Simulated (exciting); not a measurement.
The C K edge of atom 7 in KCdCO3F, space group P-6m2, with 3 O at 1.25 Å (trigonal planar, site symmetry -6m2), was computed at 3 levels: exchange and screened direct term (singlet BSE), exchange term alone (RPA) and independent particles. Common settings: exciting, all-electron LAPW+lo, PBEsol, 3×3×3 shifted k points, 40 conduction bands, |G+q| up to 3 bohr⁻¹, full RPA screening with nempty = 70, Lorentzian half width 0.45 eV.

Energy from the Kohn–Sham onset, core level to the lowest empty state found on the meshes used; all runs on one relative scale:

| E (eV) | run 1 | run 2 | run 3 |
| --- | --- | --- | --- |
| -5.0 | 0.01 | 0.06 | 0.01 |
| -4.5 | 0.01 | 0.08 | 0.01 |
| -4.0 | 0.01 | 0.12 | 0.01 |
| -3.5 | 0.01 | 0.19 | 0.01 |
| -3.0 | 0.01 | 0.36 | 0.01 |
| -2.5 | 0.01 | 0.87 | 0.01 |
| -2.0 | 0.01 | 2.34 | 0.01 |
| -1.5 | 0.02 | 1.53 | 0.01 |
| -1.0 | 0.02 | 0.55 | 0.02 |
| -0.5 | 0.02 | 0.27 | 0.02 |
| 0.0 | 0.03 | 0.17 | 0.02 |
| 0.5 | 0.03 | 0.13 | 0.03 |
| 1.0 | 0.04 | 0.10 | 0.03 |
| 1.5 | 0.05 | 0.09 | 0.04 |
| 2.0 | 0.07 | 0.08 | 0.06 |
| 2.5 | 0.09 | 0.09 | 0.08 |
| 3.0 | 0.15 | 0.11 | 0.11 |
| 3.5 | 0.29 | 0.17 | 0.20 |
| 4.0 | 0.62 | 0.24 | 0.39 |
| 4.5 | 1.38 | 0.35 | 0.85 |
| 5.0 | 1.51 | 0.68 | 1.62 |
| 5.5 | 0.67 | 0.63 | 1.06 |
| 6.0 | 0.33 | 0.51 | 0.45 |
| 6.5 | 0.28 | 0.66 | 0.33 |
| 7.0 | 0.27 | 0.66 | 0.30 |
| 7.5 | 0.21 | 0.64 | 0.23 |
| 8.0 | 0.18 | 0.90 | 0.19 |
| 8.5 | 0.17 | 1.59 | 0.17 |
| 9.0 | 0.15 | 2.31 | 0.15 |
| 9.5 | 0.14 | 1.64 | 0.14 |
| 10.0 | 0.15 | 1.04 | 0.15 |
| 10.5 | 0.15 | 0.79 | 0.15 |
| 11.0 | 0.19 | 0.65 | 0.17 |
| 11.5 | 0.24 | 0.40 | 0.22 |
| 12.0 | 0.22 | 0.28 | 0.21 |
| 12.5 | 0.20 | 0.27 | 0.18 |
| 13.0 | 0.22 | 0.32 | 0.20 |
| 13.5 | 0.31 | 0.40 | 0.26 |
| 14.0 | 0.50 | 0.41 | 0.40 |
| 14.5 | 0.79 | 0.31 | 0.63 |
| 15.0 | 0.82 | 0.22 | 0.69 |
| 15.5 | 0.86 | 0.18 | 0.70 |
| 16.0 | 1.31 | 0.16 | 1.01 |
| 16.5 | 2.00 | 0.13 | 1.64 |
| 17.0 | 1.88 | 0.10 | 1.93 |
| 17.5 | 1.60 | 0.10 | 1.85 |
| 18.0 | 0.97 | 0.13 | 1.29 |
| 18.5 | 0.55 | 0.15 | 0.69 |
| 19.0 | 0.45 | 0.14 | 0.52 |
| 19.5 | 0.47 | 0.14 | 0.52 |
| 20.0 | 0.55 | 0.12 | 0.61 |
| 20.5 | 0.55 | 0.12 | 0.61 |
| 21.0 | 0.55 | 0.10 | 0.61 |
| 21.5 | 0.58 | 0.10 | 0.67 |
| 22.0 | 0.42 | 0.10 | 0.50 |

Question: Which run is which, and why?

Run 1: independent particles; highest local maximum in the window at 16.7 eV. Run 2: exchange and screened direct term (singlet BSE); highest local maximum in the window at -1.9 eV. Run 3: exchange term alone (RPA); highest local maximum in the window at 16.9 eV. The attractive direct term pulls weight down: the curves pass 0.38 at 3.7, -2.9 and 4.0 eV in the order of the runs. Fine structure above the first lines is partly noise of the 27-point mesh. Exchange alone moves the bare spectrum by 22 % r.m.s., towards higher energy.

[Hosts, paths, dates, database ids (printed as entryN), source tags and the programs' standing remarks are cut or masked in the printed files.]
